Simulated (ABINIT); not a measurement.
Entries from a set of simulations; values are calculated unless marked as measured.

```cif
data_ingan2
_symmetry_space_group_name_H-M 'P3m1'
_symmetry_Int_Tables_number 156
_cell_length_a 3.3993
_cell_length_b 3.3993
_cell_length_c 5.5516
_cell_angle_alpha 90.000
_cell_angle_beta 90.000
_cell_angle_gamma 120.000
_cell_volume 55.56
loop_
_atom_site_label
_atom_site_type_symbol
_atom_site_symmetry_multiplicity
_atom_site_Wyckoff_symbol
_atom_site_fract_x
_atom_site_fract_y
_atom_site_fract_z
_atom_site_occupancy
In1 In 1 a 0.00000 0.00000 0.99840 1
Ga1 Ga 1 c 0.66667 0.33333 0.49536 1
N1 N 1 c 0.66667 0.33333 0.14562 1
N2 N 1 a 0.00000 0.00000 0.60222 1
_calc_subject 'Quasiparticle gap of InGaN2 (P3m1) in ABINIT'
_calc_method 'RPA screening on PBEsol with spin-orbit coupling, plane waves, norm-conserving pseudopotentials (and 2 further levels or steps)'
_calc_program 'ABINIT 10.8.3'
_calc_settings_of_one_run 'cutoff 45 Ha, PseudoDojo fully relativistic 0.4 stringent, norm-conserving, ngkpt (3, 3, 2), nband 152, ecuteps 4.4 Ha, shiftk (0, 0, 0), symchi 1, awtr 1, frequency ppm, 3×3×2 k-mesh'
_calc_cost '5 runs, 6.3 min in all on 8 MPI ranks of Arm Neoverse V2, shared host (the runs of this entry)'
_calc_notes 'The program’s warnings: Neglecting <n,k|[Vnl,iqr]|m,k> and nproc spkpt=  >= nkpt= * nsppol=. The cell and positions are those that the Materials Project relaxed with its own functionals (PBE, PBE+U or r2SCAN), kept fixed. Limits: screening runs away on this mesh; screening head approximate. Only 1 of the mesh’s irreducible points was corrected, so a valley elsewhere could overtake. Bands and cutoff are finite, so the gap is not at the basis limit. The miss can reach some tenths of an eV and take either sign; the mesh is an error of its own. The 3×3×2 mesh is coarse for this cell, which bears on the long-range parts of exchange and screening. On this mesh the RPA ε∞ passes 90, more than nearly any semiconductor shows; a coarse mesh does this where one point with a narrow direct gap carries much weight. The screening is then too strong, and the G0W0 gap should not be taken as the material’s.'
_calc_pbesol_gap '0.20 eV, direct'
_calc_g0w0_gap_on_the_mesh '0.52 eV'
_calc_gw_settings '3×3×2 mesh, 152 bands, screening to 119.7 eV, Godby-Needs plasmon pole'
_calc_known_limits 'not at the basis limit; screening runs away on this mesh; screening head approximate; coarse k mesh'
```

[Paths, hosts, dates, memory and timing lines, banners, echoed tables and standing remarks are left out of the program output.]

[Logs are printed without paths, hosts, clocks, repeated set-up lines and the standing remarks that a program may print on its own settings, such as how far it seeks lower states.]

[Runs of the session that timed out or met a known fault of the program may be left out.]

[Hosts, paths, dates, database ids (printed as entryN), source tags and the programs' standing remarks are cut or masked in the printed files.]

[G0W0 gaps are taken among the corrected bands and points alone; a level outside them can change the order at an edge.]

[Where Ansatz stands beside ABINIT at settings called matched, ABINIT's density can come from a denser mesh and the files from another edition; pairs whose starting gaps differed by over 0.03 eV were left out, so agreement reads better than it is.]
